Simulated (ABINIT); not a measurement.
## Quasiparticle gap of LiCl (Fm-3m) in ABINIT

How does a plane-wave GW calculation on LiCl (Fm-3m) run from the first input to the gap?

Method: LDA and many-body steps on it, plane waves, in ABINIT 10.8.3.

The database entry behind the starting cell differs from later determinations by our own check (0.1 to 0.3 % short, probably kX units), so it need not match the best structure at ambient conditions.

## Step 1: The starting structure

The structure is cubic, space group Fm-3m (No. 225). Conventional cell: a = 5.130 Å, b = 5.130 Å, c = 5.130 Å, α = 90.00°, β = 90.00°, γ = 90.00°. Nearest to Li lie 6 Cl at 2.56 Å. Nearest to Cl lie 6 Li at 2.56 Å. Farther neighbours and most contacts between anions are not listed.

The cell and positions come from the Crystallography Open Database and are kept as given unless a step says otherwise.

## Step 2: Ground state

This step: ABINIT 10.8.3; DFT, LDA, plane waves, norm-conserving pseudopotentials.

The ground-state density comes first.

The input, run.abi:

```
acell 3*1.0 Angstrom
rprim 
  0.000000000000 2.564770000000 2.564770000000
  2.564770000000 0.000000000000 2.564770000000
  2.564770000000 2.564770000000 -0.000000000000
ntypat 2
znucl 3 17
natom 2
typat 1 2
xred 
  0.000000000000 0.000000000000 0.000000000000
  0.500000000000 0.500000000000 0.500000000000
pp_dirpath "pseudos"
pseudos "Li.upf, Cl.upf"
ecut 33
ngkpt 8 8 8
nshiftk 1
shiftk 0 0 0
kptopt 1
chksymbreak 0
nband 10
occopt 1
tolvrs 1e-10
nstep 60
prtwf 0
optforces 0
optstress 0
indata_prefix "in"
outdata_prefix "out"
tmpdata_prefix "tmp"
```

The run is started by

```bash
$ OMP_NUM_THREADS=1 mpirun -n 4 abinit run.abi > log
```

Numbers of over 12 decimals in the logs are rounded to 6 here.

Output:

```text
.Version 10.8.3 of ABINIT. v10.8.2 released Aug 2026.

 Symmetries : space group Fm -3 m (#225); Bravais cF (face-center cubic)
================================================================================
 Values of the parameters that define the memory need of the present run
     intxc =       0    ionmov =       0      iscf =       7    lmnmax =       6
     lnmax =       6     mgfft =      36  mpssoang =       3    mqgrid =    3001
     natom =       2  nloc_mem =       1    nspden =       1   nspinor =       1
    nsppol =       1      nsym =      48    n1xccc =    2501    ntypat =       2
    occopt =       1   xclevel =       1
-    mband =          10        mffmem =           1         mkmem =           8
       mpw =        2076          nfft =       46656          nkpt =          29
================================================================================
  Rough estimation (10% accuracy) of disk space for files :
================================================================================

--------------------------------------------------------------------------------
------------- Echo of variables that govern the present computation ------------
--------------------------------------------------------------------------------
 -outvars: echo values of preprocessed input variables --------
            acell      1.8897261259E+00  1.8897261259E+00  1.8897261259E+00 Bohr

      chksymbreak           0
             ecut      3.30000000E+01 Hartree
-          fftalg         312

              ixc       -1012
              kpt      0.00000000E+00  0.00000000E+00  0.00000000E+00
                       1.25000000E-01  0.00000000E+00  0.00000000E+00
                       2.50000000E-01  0.00000000E+00  0.00000000E+00
                       3.75000000E-01  0.00000000E+00  0.00000000E+00
                       5.00000000E-01  0.00000000E+00  0.00000000E+00
                       1.25000000E-01  1.25000000E-01  0.00000000E+00
                       2.50000000E-01  1.25000000E-01  0.00000000E+00
                       3.75000000E-01  1.25000000E-01  0.00000000E+00
                       5.00000000E-01  1.25000000E-01  0.00000000E+00
   [... 18 further rows ...]
                      -3.75000000E-01  5.00000000E-01  1.25000000E-01
                      -2.50000000E-01  5.00000000E-01  2.50000000E-01
         kptrlatt        8    0    0      0    8    0      0    0    8
          kptrlen      5.48342967E+01
P           mkmem           8
            natom           2
            nband          10
            ngfft          36      36      36
             nkpt          29
            nstep          60
             nsym          48
           ntypat           2
              occ      2.000000  2.000000  2.000000  2.000000  2.000000  0.000000
                       0.000000  0.000000  0.000000  0.000000
        optforces           0
        optstress           0
            prtwf           0
            rprim      0.0000000000E+00  2.5647700000E+00  2.5647700000E+00
[...]
spgroup         225

           tolvrs      1.00000000E-10

             xred      0.0000000000E+00  0.0000000000E+00  0.0000000000E+00
[...]
znucl        3.00000   17.00000

================================================================================

 chkinp: Checking input parameters for consistency.

================================================================================
== DATASET  1 ==================================================================
-   mpi_nproc: 4, omp_nthreads: 1 (-1 if OMP is not activated)

--- !DatasetInfo
iteration_state: {dtset: 1, }
dimensions: {natom: 2, nkpt: 29, mband: 10, nsppol: 1, nspinor: 1, nspden: 1, mpw: 2076, }
cutoff_energies: {ecut:  33.0, pawecutdg:  -1.0, }
electrons: {nelect:   1.00000000E+01, charge:   0.00000000E+00, occopt:   1.00000000E+00, tsmear:   1.00000000E-02, }

 Real(R)+Recip(G) space primitive vectors, cartesian coordinates (Bohr,Bohr^-1):
 R(1)=  0.0000000  4.8467129  4.8467129  G(1)= -0.1031627  0.1031627  0.1031627
 R(2)=  4.8467129  0.0000000  4.8467129  G(2)=  0.1031627 -0.1031627  0.1031627
 R(3)=  4.8467129  4.8467129  0.0000000  G(3)=  0.1031627  0.1031627 -0.1031627
 Unit cell volume ucvol=  2.2770464E+02 bohr^3
 Angles (23,13,12)=  6.00000000E+01  6.00000000E+01  6.00000000E+01 degrees

 getcut: wavevector=  0.0000  0.0000  0.0000  ngfft=  36  36  36
         ecut(hartree)=     33.000   => boxcut(ratio)=   2.03104

--- Pseudopotential description ------------------------------------------------
- Li Generated using ONCVPSP code by D. R. Hamann
-  3.00000   3.00000  180309                  znucl, zion, pspdat
12 -1012 1 -1 1944                            pspcod,pspxc,lmax,lloc,mmax
     nproj     2     2     0
  pspatm : epsatm=    2.61415252
         --- l  ekb(1:nproj) -->
[...]
pspatm: atomic psp has been read  and splines computed

- Cl Generated using ONCVPSP code by D. R. Hamann
- 17.00000   7.00000  180309                  znucl, zion, pspdat
12 -1012 2 -1 1016                            pspcod,pspxc,lmax,lloc,mmax
     nproj     2     2     2
  pspatm : epsatm=    8.88507506
         --- l  ekb(1:nproj) -->
[...]
2   -2.920207   -0.831515
 pspatm: atomic psp has been read  and splines computed

   1.14992276E+02                                ecore*ucvol(ha*bohr**3)
--------------------------------------------------------------------------------

_setup2: Arith. and geom. avg. npw (full set) are    2061.986    2061.975

================================================================================

--- !BeginCycle
iteration_state: {dtset: 1, }
solver: {iscf: 7, nstep: 60, nline: 4, wfoptalg: 0, }
tolerances: {tolvrs: 1.00E-10, }

     iter   Etot(hartree)      deltaE(h)  residm     vres2
 ETOT  1  -23.641098536152    -2.364E+01 9.250E-02 1.535E+01
 ETOT  2  -23.652893611482    -1.180E-02 5.402E-03 1.514E+00
 ETOT  3  -23.653220055011    -3.264E-04 5.006E-04 3.349E-02
 ETOT  4  -23.653223012686    -2.958E-06 3.313E-04 7.003E-04
 ETOT  5  -23.653223039321    -2.663E-08 1.223E-04 1.371E-06
 ETOT  6  -23.653223039481    -1.602E-10 1.546E-04 7.959E-08
 ETOT  7  -23.653223039489    -8.210E-12 5.053E-05 4.194E-10
 ETOT  8  -23.653223039489     1.101E-13 6.118E-05 3.813E-12

 At SCF step    8       vres2   =  3.81E-12 < tolvrs=  1.00E-10 =>converged.

--- !ResultsGS
iteration_state: {dtset: 1, }
comment   : Summary of ground state results
lattice_vectors:
- [  0.0000000,   4.8467129,   4.8467129, ]
- [  4.8467129,   0.0000000,   4.8467129, ]
- [  4.8467129,   4.8467129,  -0.0000000, ]
lattice_lengths: [   6.85429,    6.85429,    6.85429, ]
lattice_angles: [ 60.000,  60.000,  60.000, ] # degrees, (23, 13, 12)
lattice_volume:   2.2770464E+02
convergence: {deltae:  1.101E-13, res2:  3.813E-12, residm:  6.118E-05, diffor:  0.000E+00, }
etotal    :  -2.36532230E+01
entropy   :   0.00000000E+00
fermie    :   3.01875738E-03
cartesian_stress_tensor: null
pressure_GPa: null
xred      :
- [  0.0000E+00,   0.0000E+00,   0.0000E+00, Li]
- [  5.0000E-01,   5.0000E-01,   5.0000E-01, Cl]
cartesian_forces: null
force_length_stats: {min: null, max: null, mean: null, }

 Integrated electronic density in atomic spheres:
 ------------------------------------------------
 Atom  Sphere_radius  Integrated_density
    1        2.00000          2.18047985
    2        2.00000          5.05706502
================================================================================

 ----iterations are completed or convergence reached----

 Mean square residual over all n,k,spin=   38.223E-08; max=  61.179E-06
 reduced coordinates (array xred) for    2 atoms
       0.000000000000      0.000000000000      0.000000000000
       0.500000000000      0.500000000000      0.500000000000
 rms dE/dt=  0.0000E+00; max dE/dt=  0.0000E+00; dE/dt below (all hartree)
    1       0.000000000000      0.000000000000      0.000000000000
    2       0.000000000000      0.000000000000      0.000000000000

 cartesian coordinates (angstrom) at end:
    1      0.000000     0.000000     0.000000
    2      2.564770     2.564770     2.564770
 length scales=  1.889726125908  1.889726125908  1.889726125908 bohr
              =  1.000000000000  1.000000000000  1.000000000000 angstroms
 prteigrs : about to open file out_EIG
 Fermi (or HOMO) energy (hartree) =   0.00302   Average Vxc (hartree)=  -0.33947
 Eigenvalues (hartree) for nkpt=  29  k points:
 kpt#   1, nband= 10, wtk=  0.00195, kpt=  0.0000  0.0000  0.0000 (reduced coord)
  -1.55651   -0.48741    0.00302    0.00302    0.00302    0.22311    0.42866    0.42866
   0.42866    0.52251
 prteigrs : prtvol=0 or 1, do not print more k-points.

--- !EnergyTerms
iteration_state     : {dtset: 1, }
comment             : Components of total free energy in Hartree
kinetic             :  1.06959156467139E+01
hartree             :  3.74957798508214E+00
xc                  : -6.08154607058946E+00
Ewald energy        : -1.60774317274495E+01
psp_core            :  5.05006299991452E-01
local_psp           : -1.42268650828222E+01
non_local_psp       : -2.21788009041570E+00
total_energy        : -2.36532230394894E+01
total_energy_eV     : -6.43636988089881E+02
band_energy         : -4.31621796700374E+00

== END DATASET(S) ==============================================================
================================================================================

 -outvars: echo values of variables after computation  --------
           etotal     -2.3653223039E+01
            nband          10
             nkpt          29
          spgroup         225
 [... the other variables as echoed above ...]

 Calculation completed.
```

Elapsed: 6.2 s, on 4 MPI ranks of Arm Neoverse V1, shared host; peak memory 0.33 GiB; 23 s of CPU time.

Numbers from this step:

| Quantity | Value |
| --- | --- |
| total energy | -643.6370 eV |
| gap | 5.989 eV |
| k of the valence top | 0, 0, 0 |
| k of the conduction bottom | 0, 0, 0 |
| least direct gap | 5.989 eV |

The gap is direct, at Γ.

[end of part 1 of 3]

[Paths, hosts, dates, memory and timing lines, banners, echoed tables and standing remarks are left out of the program output.]

[Logs are printed without paths, hosts, clocks, repeated set-up lines and the standing remarks that a program may print on its own settings, such as how far it seeks lower states.]

[Runs of the session that timed out or met a known fault of the program may be left out.]

[Hosts, paths, dates, database ids (printed as entryN), source tags and the programs' standing remarks are cut or masked in the printed files.]

[G0W0 gaps are taken among the corrected bands and points alone; a level outside them can change the order at an edge.]

[Where Ansatz stands beside ABINIT at settings called matched, ABINIT's density can come from a denser mesh and the files from another edition; pairs whose starting gaps differed by over 0.03 eV were left out, so agreement reads better than it is.]
